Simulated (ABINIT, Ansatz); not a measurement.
# CaC2 (Pnnm): bands and cutoff in G0W0 with ABINIT

What does each rung of G0W0 on CaC2 (Pnnm) cost, and what does it buy?

Calculated with ABINIT 10.8.3; PBEsol and many-body steps on it, plane waves.

## Step 1: The structure

The structure is orthorhombic, space group Pnnm (No. 58). The conventional cell has a = 4.407 Å, b = 5.904 Å, c = 3.897 Å, α = 90.00°, β = 90.00°, γ = 90.00°. Nearest to Ca lie 6 C at 2.62 Å. Nearest to C lie 1 C at 1.26 Å and 3 Ca at 2.62 Å. Farther neighbours are not listed.

The cell and positions are those that the Materials Project relaxed with its own functionals (PBE, PBE+U or r2SCAN), kept fixed.

## Step 2: Empty states on the mesh, 4×2×4 mesh, 272 bands

This step: ABINIT 10.8.3; DFT, PBEsol, plane waves, norm-conserving pseudopotentials.

The sums over transitions need many empty states on a uniform mesh; this step solves for them.

File run.abi:

```
acell 3*1.0 Angstrom
rprim 
  4.407233000000 0.000000000000 0.000000000000
  0.000000000000 5.904349000000 0.000000000000
  0.000000000000 0.000000000000 3.897343000000
ntypat 2
znucl 20 6
natom 6
typat 1 1 2 2 2 2
xred 
  -0.000000000000 -0.000000000000 0.000000000000
  0.500000000000 0.500000000000 0.500000000000
  0.886657000000 0.564468000000 0.000000000000
  0.613343000000 0.064468000000 0.500000000000
  0.386657000000 0.935532000000 0.500000000000
  0.113343000000 0.435532000000 0.000000000000
pp_dirpath "pseudos"
pseudos "Ca.upf, C.upf"
ecut 37
ngkpt 4 2 4
nshiftk 1
shiftk 0 0 0
kptopt 1
chksymbreak 0
iscf -2
irdden 1
istwfk *1
nband 272
nbdbuf 24
tolwfr 1e-09
nstep 60
prtvol 0
indata_prefix "in"
outdata_prefix "out"
tmpdata_prefix "tmp"
```

On the command line:

```console
OMP_NUM_THREADS=1 mpirun -n 8 abinit run.abi > log
```

Numbers of over 12 decimals in the logs are rounded to 6 here.

The program printed:

```text
.Version 10.8.3 of ABINIT. v10.8.2 released Aug 2026.

 Symmetries : space group Pn n m (# 58); Bravais oP (primitive ortho.)
[... echo of the input left out ...]
== DATASET  1 ==================================================================
-   mpi_nproc: 8, omp_nthreads: 1 (-1 if OMP is not activated)

--- !DatasetInfo
iteration_state: {dtset: 1, }
dimensions: {natom: 6, nkpt: 18, mband: 272, nsppol: 1, nspinor: 1, nspden: 1, mpw: 7400, }
cutoff_energies: {ecut:  37.0, pawecutdg:  -1.0, }
[...]
3.58019    3.58985    3.59392    3.60912    3.60961    3.62740    3.63218    3.63567
   3.63677    3.64426    3.65466    3.66890    3.67166    3.69872    3.71318    3.73158
 prteigrs : prtvol=0 or 1, do not print more k-points.

== END DATASET(S) ==============================================================
================================================================================

 -outvars: echo values of variables after computation  --------
            nband         272
             nkpt          18
          spgroup          58
 [... the other variables as echoed above ...]

 Calculation completed.
```

Elapsed: 8.6 min, on 8 MPI ranks of Intel Xeon Platinum 8375C at 2.90GHz (Ice Lake), shared host; peak memory 1.3 GiB.

Numbers from this step:

- gap: 2.775 eV
- k of the valence top: 0.5, 0, 0
- k of the conduction bottom: 0, 0, 0
- least direct gap: 3.126 eV
- k points computed: 18
- lowest point of the top converged band, above the valence top: 90.0678 eV

On this mesh the gap is 2.775 eV.

The density comes from a self-consistent run that is not shown.

## Step 3: Screening, 4×2×4 mesh, 46 bands, screening to 76.2 eV

The RPA dielectric matrix is built and inverted for each q.

This step: RPA screening on PBEsol, plane waves, norm-conserving pseudopotentials.

run.abi: that of step 2 with these lines changed.

```diff
@@ -24,10 +24,11 @@
 chksymbreak 0
-iscf -2
-irdden 1
 istwfk *1
-nband 272
-nbdbuf 24
-tolwfr 1e-09
-nstep 60
-prtvol 0
+occopt 1
+irdwfk 1
+optdriver 3
+nband 46
+ecuteps 2.8
+inclvkb 2
+awtr 1
+symchi 1
 indata_prefix "in"
```

The program printed:

```text
.Version 10.8.3 of ABINIT. v10.8.2 released Aug 2026.

 Symmetries : space group Pn n m (# 58); Bravais oP (primitive ortho.)
[... echo of the input left out ...]
== DATASET  1 ==================================================================
-   mpi_nproc: 8, omp_nthreads: 1 (-1 if OMP is not activated)

--- !DatasetInfo
iteration_state: {dtset: 1, }
dimensions: {natom: 6, nkpt: 18, mband: 46, nsppol: 1, nspinor: 1, nspden: 1, mpw: 7400, }
cutoff_energies: {ecut:  37.0, pawecutdg:  -1.0, }
electrons: {nelect:   3.60000000E+01, charge:   0.00000000E+00, occopt:   1.00000000E+00, tsmear:   1.00000000E-02, }

 SCREENING: Calculation of the susceptibility and dielectric matrices

 Based on a program developped by R.W. Godby, V. Olevano, G. Onida, and L. Reining.
 Incorporated in ABINIT by V. Olevano, G.-M. Rignanese, and M. Torrent.
.Using double precision arithmetic ; gwpc =  8

[... cell and pseudopotentials left out ...]
--------------------------------------------------------------------------------

 ==== K-mesh for the wavefunctions ====
 Number of points in the irreducible wedge :    18
[... list of points left out ...]
 Together with  8 symmetry operations and time-reversal symmetry
 yields    32 points in the full Brillouin Zone.

 ==== Q-mesh for the screening function ====
 Number of points in the irreducible wedge :    18
[... list of points left out ...]
 Together with  8 symmetry operations and time-reversal symmetry
 yields    32 points in the full Brillouin Zone.

 setmesh: FFT mesh size selected  =    40x   48x   32
          total number of points  =        61440

 vcoul_init : cutoff-mode = AUXILIARY_FUNCTION
 q-points for optical limit:   1
     1)      0.000010    0.000020    0.000030

- screening: taking advantage of time-reversal symmetry
- Maximum band index for partially occupied states nbvw = 18
- Remaining bands to be divided among processors   nbcw = 28
- Number of bands treated by each node ~3

 Number of electrons calculated from density =   36.0000; Expected =   36.0000
 average of density, n =  0.052602
 r_s =    1.6557
 omega_plasma =   22.1236 [eV]

 calculating chi0 at frequencies [eV] :
  1    0.000000E+00    0.000000E+00
  2    0.000000E+00    2.212357E+01

--------------------------------------------------------------------------------
  q-point number  1        q = ( 0.000000, 0.000000, 0.000000) [r.l.u.]
--------------------------------------------------------------------------------
[... chi0 elements left out ...]
 For q-point:  0.000010 0.000020 0.000030
  dielectric constant =   3.3856
  dielectric constant without local fields =   3.9268

  Average fulfillment of the sum rule on Im[epsilon] for q-point    1 :     35.54  [%]
[... wings left out ...]
  q-point number  2        q = ( 0.250000, 0.000000, 0.000000) [r.l.u.]
--------------------------------------------------------------------------------
[... chi0 elements left out ...]
  Average fulfillment of the sum rule on Im[epsilon] for q-point    2 :     53.80  [%]

 [... 16 further q-points ...]
```

Elapsed: 75 s, on 8 MPI ranks; peak memory 4 GiB.

This step gave:

| Quantity | Value |
| --- | --- |
| ε∞ with local fields, on this mesh, along the program's q direction | 3.386 |
| the same without local fields | 3.927 |
| plasma frequency | 22.12 eV |
| plane waves in the screening matrix | 147 |

Local fields lower ε∞ by 14 %. On a Γ-centred mesh this coarse the value itself is usually too large, while a short band sum pulls it down.

## Step 4: 46 bands, 76.2 eV

The self-energy is evaluated for the states that the input lists, and the levels follow from it, in one-shot runs by the linearised quasiparticle equation.

This step: G0W0 on PBEsol, plane waves, norm-conserving pseudopotentials.

run.abi: that of step 3 with these lines changed.

```diff
@@ -27,8 +27,17 @@
 irdwfk 1
-optdriver 3
+optdriver 4
 nband 46
+gwcalctyp 0
+ecutsigx 37
+symsigma 1
+nkptgw 2
+kptgw 
+  0.5000000000 0.0000000000 0.0000000000
+  0.0000000000 0.0000000000 0.0000000000
+bdgw 
+  17 20
+  17 20
 ecuteps 2.8
-inclvkb 2
-awtr 1
-symchi 1
+irdscr 1
+ppmodel 1
 indata_prefix "in"
```

The program printed:

```text
.Version 10.8.3 of ABINIT. v10.8.2 released Aug 2026.

 Symmetries : space group Pn n m (# 58); Bravais oP (primitive ortho.)
[... echo of the input left out ...]
== DATASET  1 ==================================================================
-   mpi_nproc: 8, omp_nthreads: 1 (-1 if OMP is not activated)

--- !DatasetInfo
iteration_state: {dtset: 1, }
dimensions: {natom: 6, nkpt: 18, mband: 46, nsppol: 1, nspinor: 1, nspden: 1, mpw: 7400, }
cutoff_energies: {ecut:  37.0, pawecutdg:  -1.0, }
electrons: {nelect:   3.60000000E+01, charge:   0.00000000E+00, occopt:   1.00000000E+00, tsmear:   1.00000000E-02, }

 SIGMA: Calculation of the GW corrections

 Based on a program developped by R.W. Godby, V. Olevano, G. Onida, and L. Reining.
 Incorporated in ABINIT by V. Olevano, G.-M. Rignanese, and M. Torrent.
.Using double precision arithmetic ; gwpc =  8

[... cell and pseudopotentials left out ...]
--------------------------------------------------------------------------------

 ==== K-mesh for the wavefunctions ====
 Number of points in the irreducible wedge :    18
[... list of points left out ...]
 Together with  8 symmetry operations and time-reversal symmetry
 yields    32 points in the full Brillouin Zone.

 ==== Q-mesh for screening function ====
 Number of points in the irreducible wedge :    18
[... list of points left out ...]
 Together with  8 symmetry operations and time-reversal symmetry
 yields    32 points in the full Brillouin Zone.

 vcoul_init : cutoff-mode = AUXILIARY_FUNCTION
 q-points for optical limit:   1
     1)      0.000010    0.000020    0.000030
 setmesh: FFT mesh size selected  =    54x   72x   48
          total number of points  =       186624

 Number of electrons calculated from density =   36.0000; Expected =   36.0000
 average of density, n =  0.052602
 r_s =    1.6557
 omega_plasma =   22.1236 [eV]

 === KS Band Gaps ===
  >>>> For spin  1
   Minimum direct gap =   3.1257 [eV], located at k-point      :   0.0000  0.0000  0.0000
   Fundamental gap    =   2.7751 [eV], Top of valence bands at :   0.5000  0.0000  0.0000
                                       Bottom of conduction at :   0.0000  0.0000  0.0000
 SIGMA fundamental parameters:
 PLASMON POLE MODEL  1
 number of plane-waves for SigmaX                 7325
 number of plane-waves for SigmaC and W            147
 number of plane-waves for wavefunctions          7325
 number of bands                                    46
 number of independent spin polarizations            1
 number of spinorial components                      1
 number of k-points in IBZ                          18
 number of q-points in IBZ                          18
 number of symmetry operations                       8
 number of k-points in BZ                           32
 number of q-points in BZ                           32
 number of frequencies for dSigma/dE                 9
 frequency step for dSigma/dE [eV]                0.25
 number of omega for Sigma on real axis              0
 max omega for Sigma on real axis  [eV]           0.00
 zcut for avoiding poles [eV]                     0.10

 EPSILON^-1 parameters (SCR file):
 dimension of the eps^-1 matrix on file            147
 dimension of the eps^-1 matrix used               147
 number of plane-waves for wavefunctions          7325
 number of bands                                    46
 number of q-points in IBZ                          18
 number of frequencies                               2
 number of real frequencies                          1
 number of imag frequencies                          1

 matrix elements of self-energy operator (all in [eV])

 Perturbative Calculation

--- !SelfEnergy_ee
iteration_state: {dtset: 1, }
kpoint     : [   0.500,    0.000,    0.000, ]
spin       : 1
KS_gap     :    5.062
QP_gap     :    7.653
Delta_QP_KS:    2.591
data: !SigmaeeData |
     Band     E0 <VxcDFT>   SigX SigC(E0)      Z dSigC/dE  Sig(E)    E-E0       E
       17   2.203 -14.421 -18.132   3.639   0.792  -0.262 -14.478  -0.057   2.146
       18   2.203 -14.421 -18.132   3.639   0.792  -0.262 -14.478  -0.057   2.146
       19   7.265 -13.407  -7.571  -2.693   0.806  -0.240 -10.872   2.534   9.799
       20   7.265 -13.407  -7.571  -2.693   0.806  -0.240 -10.872   2.534   9.799

--- !SelfEnergy_ee
iteration_state: {dtset: 1, }
kpoint     : [   0.000,    0.000,    0.000, ]
spin       : 1
KS_gap     :    3.126
QP_gap     :    5.294
Delta_QP_KS:    2.168
data: !SigmaeeData |
     Band     E0 <VxcDFT>   SigX SigC(E0)      Z dSigC/dE  Sig(E)    E-E0       E
       17   1.602 -13.724 -16.646   2.623   0.798  -0.253 -13.963  -0.238   1.364
       18   1.852 -13.866 -16.668   2.586   0.801  -0.248 -14.039  -0.173   1.679
       19   4.978 -11.209  -6.434  -2.352   0.823  -0.215  -9.214   1.995   6.973
       20   5.606 -12.814  -7.405  -2.421   0.817  -0.224 -10.372   2.442   8.048

== END DATASET(S) ==============================================================
================================================================================

 -outvars: echo values of variables after computation  --------
           etotal      0.0000000000E+00
            nband          46
             nkpt          18
          spgroup          58
 [... the other variables as echoed above ...]

 Calculation completed.
```

Wall time 9.4 s (8 MPI ranks); peak memory 2.5 GiB; 73 s of CPU time.

This step gave:

```yaml
g0w0_gap_on_the_points_computed: 4.827 eV
starting_gap_on_the_mesh: 2.775 eV
k_of_the_valence_top: 0.5, 0, 0
k_of_the_conduction_bottom: 0, 0, 0
z_at_the_valence_top: 0.792
z_at_the_conduction_bottom: 0.823
least_direct_g0w0_gap_on_the_computed_points: 5.294 eV
```

The gap on the mesh goes from 2.78 eV to 4.83 eV, a correction of +2.05 eV.

## Step 5: Screening, 4×2×4 mesh, 111 bands, screening to 141.5 eV

This step: RPA screening on PBEsol, plane waves, norm-conserving pseudopotentials.

run.abi: that of step 4 with these lines changed.

```diff
@@ -27,17 +27,8 @@
 irdwfk 1
-optdriver 4
-nband 46
-gwcalctyp 0
-ecutsigx 37
-symsigma 1
-nkptgw 2
-kptgw 
-  0.5000000000 0.0000000000 0.0000000000
-  0.0000000000 0.0000000000 0.0000000000
-bdgw 
-  17 20
-  17 20
-ecuteps 2.8
-irdscr 1
-ppmodel 1
+optdriver 3
+nband 111
+ecuteps 5.2
+inclvkb 2
+awtr 1
+symchi 1
 indata_prefix "in"
```

The program printed:

```text
.Version 10.8.3 of ABINIT. v10.8.2 released Aug 2026.

 Symmetries : space group Pn n m (# 58); Bravais oP (primitive ortho.)
[... echo of the input left out ...]
== DATASET  1 ==================================================================
-   mpi_nproc: 8, omp_nthreads: 1 (-1 if OMP is not activated)

--- !DatasetInfo
iteration_state: {dtset: 1, }
dimensions: {natom: 6, nkpt: 18, mband: 111, nsppol: 1, nspinor: 1, nspden: 1, mpw: 7400, }
cutoff_energies: {ecut:  37.0, pawecutdg:  -1.0, }
electrons: {nelect:   3.60000000E+01, charge:   0.00000000E+00, occopt:   1.00000000E+00, tsmear:   1.00000000E-02, }

 SCREENING: Calculation of the susceptibility and dielectric matrices

 Based on a program developped by R.W. Godby, V. Olevano, G. Onida, and L. Reining.
 Incorporated in ABINIT by V. Olevano, G.-M. Rignanese, and M. Torrent.
.Using double precision arithmetic ; gwpc =  8

[... cell and pseudopotentials left out ...]
--------------------------------------------------------------------------------

 ==== K-mesh for the wavefunctions ====
 Number of points in the irreducible wedge :    18
[... list of points left out ...]
 Together with  8 symmetry operations and time-reversal symmetry
 yields    32 points in the full Brillouin Zone.

 ==== Q-mesh for the screening function ====
 Number of points in the irreducible wedge :    18
[... list of points left out ...]
 Together with  8 symmetry operations and time-reversal symmetry
 yields    32 points in the full Brillouin Zone.

 setmesh: FFT mesh size selected  =    40x   48x   32
          total number of points  =        61440

 vcoul_init : cutoff-mode = AUXILIARY_FUNCTION
 q-points for optical limit:   1
     1)      0.000010    0.000020    0.000030

- screening: taking advantage of time-reversal symmetry
- Maximum band index for partially occupied states nbvw = 18
- Remaining bands to be divided among processors   nbcw = 93
- Number of bands treated by each node ~11

 Number of electrons calculated from density =   36.0000; Expected =   36.0000
 average of density, n =  0.052602
 r_s =    1.6557
 omega_plasma =   22.1236 [eV]

 calculating chi0 at frequencies [eV] :
  1    0.000000E+00    0.000000E+00
  2    0.000000E+00    2.212357E+01

--------------------------------------------------------------------------------
  q-point number  1        q = ( 0.000000, 0.000000, 0.000000) [r.l.u.]
--------------------------------------------------------------------------------
[... chi0 elements left out ...]
 For q-point:  0.000010 0.000020 0.000030
  dielectric constant =   3.4012
  dielectric constant without local fields =   4.0079

  Average fulfillment of the sum rule on Im[epsilon] for q-point    1 :     61.44  [%]
[... wings left out ...]
  q-point number  2        q = ( 0.250000, 0.000000, 0.000000) [r.l.u.]
--------------------------------------------------------------------------------
[... chi0 elements left out ...]
  Average fulfillment of the sum rule on Im[epsilon] for q-point    2 :     72.03  [%]

 [... 16 further q-points ...]
```

Wall time 4.9 min (8 MPI ranks); peak memory 5.4 GiB.

Numbers from this step:

| Property | Result |
| --- | --- |
| ε∞ with local fields, on this mesh, along the program's q direction | 3.401 |
| the same without local fields | 4.008 |
| plasma frequency | 22.12 eV |
| plane waves in the screening matrix | 397 |

[end of part 1 of 2]

[Paths, hosts, dates, memory and timing lines, banners, echoed tables and standing remarks are left out of the program output.]

[Logs are printed without paths, hosts, clocks, repeated set-up lines and the standing remarks that a program may print on its own settings, such as how far it seeks lower states.]

[Runs of the session that timed out or met a known fault of the program may be left out.]

[No measured gap is set beside runs whose start may be inverted or whose files or cutoffs have a known fault.]

[Hosts, paths, dates, database ids (printed as entryN), source tags and the programs' standing remarks are cut or masked in the printed files.]

[G0W0 gaps are taken among the corrected bands and points alone; a level outside them can change the order at an edge.]

[Where Ansatz stands beside ABINIT at settings called matched, ABINIT's density can come from a denser mesh and the files from another edition; pairs whose starting gaps differed by over 0.03 eV were left out, so agreement reads better than it is.]
